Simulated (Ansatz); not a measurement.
# Lattice dynamics of NaCl (Fm-3m)

The cell of NaCl (Fm-3m) is at rest. What are its phonons? After the zone centre comes a 4×4×4 q mesh on a 8×8×8 k mesh.

Method: DFT PBEsol, scalar-relativistic, plane waves, PAW, in Ansatz 0.2.0.

The database entry behind the starting cell differs from later determinations by our own check (an axis about 0.4 % short against later determinations), so it need not match the best structure at ambient conditions.

## Step 1: The structure

Symmetry: Fm-3m, No. 225, cubic system. The conventional cell has a = 5.602 Å, b = 5.602 Å, c = 5.602 Å, α = 90.00°, β = 90.00°, γ = 90.00°. Nearest to Na lie 6 Cl at 2.80 Å. Nearest to Cl lie 6 Na at 2.80 Å. Farther neighbours and most contacts between anions are not listed.

## Step 2: Zone-centre response

The cell comes from relaxations at this level that are not shown. The zone centre comes first: it holds the modes that light can see, as far as symmetry allows. The response to a homogeneous field gives the Born charges and the dielectric tensor.

File input.yaml:

```yaml
crystal:
  lattice:
    - [0.0, 2.8009522132, 2.8009522132]
    - [2.8009522132, 0.0, 2.8009522132]
    - [2.8009522132, 2.8009522132, 0.0]
  atoms:
    - { symbol: Na, position: [0.0, 0.0, 0.0] }
    - { symbol: Cl, position: [0.5, 0.5, 0.5] }
kpoints:
  mp_grid: { grid: [8, 8, 8] }
hamiltonian:
  xc: pbesol
scf:
  occupations: { method: fixed }
output:
  eigenvalues: true
phonons:
  method: dfpt
  dielectric: true
  rigid_motions: translations
```

Started as:

```bash
ansatz run input.yaml --threads 4 --pin off --max-ram 7168MiB --backend cpu --events-out ev --progress --plain --runs-dir out
```

Numbers of over 12 decimals in the logs are rounded to 6 here.

Output:

```text
Engine: ansatz 0.2.0, aarch64-unknown-linux-gnu
Pseudopotentials: kind: paw
Pseudopotential: Na, paw, valence charge 9, recommended cutoff 420 eV (normal), Na.paw.azcp
Pseudopotential: Cl, paw, valence charge 7, recommended cutoff 420 eV (normal), Cl.paw.azcp
Functional definition: PBEsol
  exchange = pbesol_x
  correlation = pbesol_c
Crystal: 2 atoms, lattice volume = 43.949 Å³
Basis set: ecut = 420 eV, 869 PW (Γ), exchange–correlation on 54×54×54 points (8 copies of the dense FFT grid, shifted against one another)
Bands: 12, of which v1, the nominal top of the filled ones, is band 8 counted from 1 (7 counted from 0)
Symmetry: 48 space group operations
k-points: 59 of 512 (irreducible under 8 space group operations, time reversal used)
Non-local potential: Na, projectors of the file, l = 0: 3, l = 1: 2, l = 2: 1
Non-local potential: Cl, projectors of the file, l = 0: 2, l = 1: 2, l = 2: 2
PAW form: soft (Blöchl's): semilocal exchange-correlation on the pseudo side does not see the compensation charge
PAW frozen core: Na, regenerated for the run's functional, and the local potential with it (the file was generated under x = pbe(κ = 0.804, μ = 0.219515), c = pbe(β = 0.066725))
PAW frozen core: Cl, regenerated for the run's functional, and the local potential with it (the file was generated under x = pbe(κ = 0.804, μ = 0.219515), c = pbe(β = 0.066725))
PAW one-centre angular grid: Na, 110 points (default); XC on 64 Gauss nodes
PAW one-centre angular grid: Cl, 110 points (default); XC on 64 Gauss nodes
Initial density: superposition of atomic densities (neutral atoms: chi_scale 0, normalization atom), corrected by the library's trained network
Initial wavefunctions: pseudopotential atomic-orbital guess
Functional: x = pbesol(κ = 0.804, μ = 0.123457), c = pbesol(β = 0.046)
SCF iter   1: F=—  HF=-2540.289546 eV  |F-HF|=—  |Δ(HF+E_count)|=         —  Δρ=2.85e-3  dr2=3.84e-3  ethr=1.77e-3  ⟨swp⟩=4.9  Hψ=3591  notcnv=0  defer=97
preconditioner: auto → none  [insulator: Δε(μ)=4.955 eV  Ē_g=20.753 eV  n_scr=14 (ndim 8)  ℏωp=21.0 eV  f_vac=0.028  ε∞_Penn≈2.0]
SCF iter   2: F=—  HF=-2540.286869 eV  |F-HF|=—  |Δ(HF+E_count)|=   2.68e-3  Δρ=1.26e-3  dr2=8.92e-4  ethr=2.40e-5  ⟨swp⟩=2.8  Hψ=1714  notcnv=0  defer=114
SCF iter   3: F=—  HF=-2540.286824 eV  |F-HF|=—  |Δ(HF+E_count)|=   4.50e-5  Δρ=8.51e-4  dr2=4.49e-4  ethr=5.57e-6  ⟨swp⟩=2.0  Hψ=1066  notcnv=0  defer=114
SCF iter   4: F=—  HF=-2540.286668 eV  |F-HF|=—  |Δ(HF+E_count)|=   1.56e-4  Δρ=2.01e-4  dr2=1.95e-5  ethr=2.81e-6  ⟨swp⟩=2.0  Hψ=965  notcnv=0  defer=114
SCF iter   5: F=—  HF=-2540.286662 eV  |F-HF|=—  |Δ(HF+E_count)|=   6.76e-6  Δρ=4.66e-5  dr2=1.73e-6  ethr=1.22e-7  ⟨swp⟩=2.0  Hψ=944  notcnv=0
SCF iter   6: F=—  HF=-2540.286662 eV  |F-HF|=—  |Δ(HF+E_count)|=   1.14e-7  Δρ=1.46e-5  dr2=1.69e-7  ethr=1.08e-8  ⟨swp⟩=2.0  Hψ=861  notcnv=0
SCF iter   7: F=—  HF=-2540.286662 eV  |F-HF|=—  |Δ(HF+E_count)|=   3.46e-8  Δρ=2.69e-6  dr2=5.83e-9  ethr=1.05e-9  ⟨swp⟩=2.0  Hψ=933  notcnv=0
SCF iter   8: F=-2540.286662 eV  HF=-2540.286662 eV  |F-HF|=5.14e-11  |Δ(HF+E_count)|=   1.25e-9  Δρ=3.20e-7  dr2=8.00e-11  ethr=1.00e-12  ⟨swp⟩=6.0  Hψ=4273  notcnv=0
SCF 1 converged in 8 iterations: F = -2540.286662 eV  dr2 = 8.00e-11
  greatest PAW one-centre occupation: 0.999 electrons in one spin orbital (limit 2), on the Na atom at site 0 (counted from 0), in its partial waves of l = 0
DFPT response loops at Γ: preconditioner auto → none (the input reference at scf.mixing.eps_inf says where Resta's filter doesn't serve); β = 0.50; Broyden in place of MSR1
SCF converged after 8 iterations
Free energy (F): -2540.286662 eV
Harris-Foulkes:  -2540.286662 eV  (|F-HF|=5.14e-11)
Internal energy: -2540.286662 eV  (E = F + TS)
E sigma→0 (E₀):  -2540.286662 eV
Fermi energy:    1.203684 eV
--- Per-component energies (eV) ---
  E_band       = -231.445048
  E_kinetic    = 282.627426
  E_local      = -1519.360820  (includes V_loc(G=0)·N_el)
  E_nonlocal   = 144.823273
  E_hartree    = 534.335789
  E_xc         = -145.002344
  E_vxc        = -171.859597  (∫ρ·V_xc dr)
  E_paw        = -895.323259  (= ΣΔE_a)
  E_vpaw       = -36.347081  (= ΣTr[D̂ρ^β])
  E_aug_tail   = 0.000080  (compensation charges beyond the density's cutoff)
  E_ewald      = -942.519933
  E_core_change = 0.133126  (= ΣΔE_core)
  E_smearing   = -0.000000  (= −TS)
  E_closure    = 0.000000  (closes the sum)
  Σ components = -2540.286662   (vs F -2540.286662, Δ=0.00e0)
--- Band table (eV; the first three rows and the last of 59) ---
  k-point 0: bands = [... 4 lower, -11.4844, 1.2037, 1.2037, 1.2037, 6.2145, 12.1179, 12.1179, 12.1179]
  k-point 1: bands = [... 4 lower, -11.4339, 0.8111, 1.1603, 1.1603, 6.7265, 11.5803, 12.3141, 12.3141]
  k-point 2: bands = [... 4 lower, -11.3081, 0.0430, 1.0589, 1.0589, 7.7007, 11.0614, 12.4223, 12.4223]
  k-point 58: bands = [... 4 lower, -11.0520, -0.0551, -0.0551, 0.4078, 9.9994, 10.7474, 10.7474, 12.4771]
--- Phonons (Γ-DFPT): 2 representative perturbations + reference, on 59 of 512 k-points (Σ response iterations 6) ---
  k mesh reduced under 8 symmetry operations, with k and −k counted as one. Each operation leaves every solved perturbation unchanged. A smaller set is not considered because the run solves the response to a homogeneous field
  ASR residual: 3.615e-4 → 0.000e0 eV/Å²; symmetrization residual: 3.732e-6 eV/Å²
  ASR residual per site (eV/Å²): 1.70e-5 3.62e-4
  Γ frequencies (cm⁻¹): 0.00 0.00 0.00 166.38 166.38 166.38
  ε∞ (high-frequency dielectric tensor):
        2.566228    -0.000000    -0.000000
        0.000000     2.566228    -0.000000
        0.000000     0.000000     2.566228
  ε⁰ (static dielectric tensor: ions relaxed, cell fixed):
        6.023194     0.000000    -0.000000
        0.000000     6.023194    -0.000000
       -0.000000     0.000000     6.023194
  ε⁰ − ε∞ (ionic part):
        3.456965     0.000000    -0.000000
        0.000000     3.456965     0.000000
       -0.000000     0.000000     3.456965
  softest optical mode at Γ: 166.38 cm⁻¹; the repairs (sum rule, projections) moved no ω² at Γ by more than (1.74 cm⁻¹)²
  Born effective charges Z* (e; rows j = field, columns β = displacement):
    site 0:
         1.09180    0.00000   -0.00000
        -0.00000    1.09180   -0.00000
        -0.00000   -0.00000    1.09180
    site 1:
        -1.09180   -0.00000    0.00000
         0.00000   -1.09180    0.00000
         0.00000    0.00000   -1.09180
  Z* charge neutrality: 1.881e-5 e pre-enforcement
  k-mesh period / interband length: 31.7 Å / 1.31 Å = 24.15 at k = (0.0000, 0.0000, 0.0000), direct gap 5.011 eV — 14 or more, which is no proof of convergence
  optical modes at Γ without the LO–TO term, one row a degenerate level:
      ω (cm⁻¹)  modes    IR ((D/Å)²/amu)
        166.38      3             5.9160
  optical modes at Γ + LO–TO along q̂ = [1.0000, 0.0000, 0.0000]:
      ω (cm⁻¹)  modes    IR ((D/Å)²/amu)
        166.38      2             3.9440
        254.90      1             1.9720
  optical modes at Γ + LO–TO along q̂ = [0.0000, 1.0000, 0.0000]:
      ω (cm⁻¹)  modes    IR ((D/Å)²/amu)
        166.38      2             3.9440
        254.90      1             1.9720
  optical modes at Γ + LO–TO along q̂ = [0.0000, 0.0000, 1.0000]:
      ω (cm⁻¹)  modes    IR ((D/Å)²/amu)
        166.38      2             3.9440
        254.90      1             1.9720
```

It took 4.2 s on 4 threads of Arm Neoverse V1, shared host; peak memory 0.4 GiB; 15 s of CPU time.

In the SCF lines HF is the Harris–Foulkes energy and dr2 the Hartree energy of the density residual, in eV; the loop may stop once dr2 is under the threshold and the program's other checks hold. Hψ counts applications of the Hamiltonian.

This step gave:

* gap on the k-mesh: 5.011 eV
* volume per atom: 21.97 Å³
* sum-rule residual before enforcement: 3.62e-4 eV/Å²
* miss of the charge sum rule: 1.88e-5 e
* point group: m-3m
* highest optical mode at the zone centre (no LO-TO term): 166.4 cm⁻¹
* lowest optical zone-centre mode: 166.4 cm⁻¹
* mean high-frequency dielectric constant: 2.566
* largest Born charge (third of the trace): 1.092 e
* mean static dielectric constant: 6.023
* top of the zone-centre spectrum with the field: 254.9 cm⁻¹

Without the LO-TO term. Patterns of degenerate modes are one choice out of their space. Modes at Γ, with each element's share of the kinetic energy:

```tsv
mode	frequency (cm⁻¹)	symmetry	Na %	Cl %
1	0.0	acoustic	39	61
2	0.0	acoustic	39	61
3	0.0	acoustic	39	61
4	166.4	T1u	61	39
5	166.4	T1u	61	39
6	166.4	T1u	61	39
```

Displacements in mode 5 (166.4 cm⁻¹), the largest set to 1:
```
Na1  0.00  1.00  0.00
Cl2  0.00 -0.65  0.00
```

Optical modes at the zone centre, without and with the macroscopic field of the longitudinal modes; each column is sorted by frequency, so a row need not hold one and the same mode. Modes with and without the field, by row:

```tsv
rank among optical modes	no field (cm⁻¹)	q along (1, 0, 0) (cm⁻¹)
1	166.4	166.4
2	166.4	166.4
3	166.4	254.9
```

Born charge (rows field, columns displacement) (e), principal values of the symmetric part by kind of site:

```tsv
atom	atoms with these values	low	middle	high	mean
Na1	1	1.09	1.09	1.09	1.09
Cl2	1	-1.09	-1.09	-1.09	-1.09
```

In full for Na1:

```
1.09 0.00 0.00
0.00 1.09 0.00
0.00 0.00 1.09
```

High-frequency dielectric tensor:

```
2.57 0.00 0.00
0.00 2.57 0.00
0.00 0.00 2.57
```

Static dielectric tensor (ions relaxed, fixed cell):

```
6.02 0.00 0.00
0.00 6.02 0.00
0.00 0.00 6.02
```

Transverse modes. Lines of the infrared spectrum (strongest = 100):

```tsv
position (cm⁻¹)	label	relative intensity
166	T1u	100
```

Before it was imposed, the acoustic sum rule was missed by 3.6e-4 eV/Å² and the charge sum rule by 1.9e-5 e. Small misses are needed for a sound result but don't prove that mesh and cutoff are converged. The lowest optical mode is real, 166 cm⁻¹.

(Continued in part 2 of 2.)

[Logs are printed without paths, hosts, clocks, repeated set-up lines and the standing remarks that a program may print on its own settings, such as how far it seeks lower states.]

[Hosts, paths, dates, database ids (printed as entryN), source tags and the programs' standing remarks are cut or masked in the printed files.]
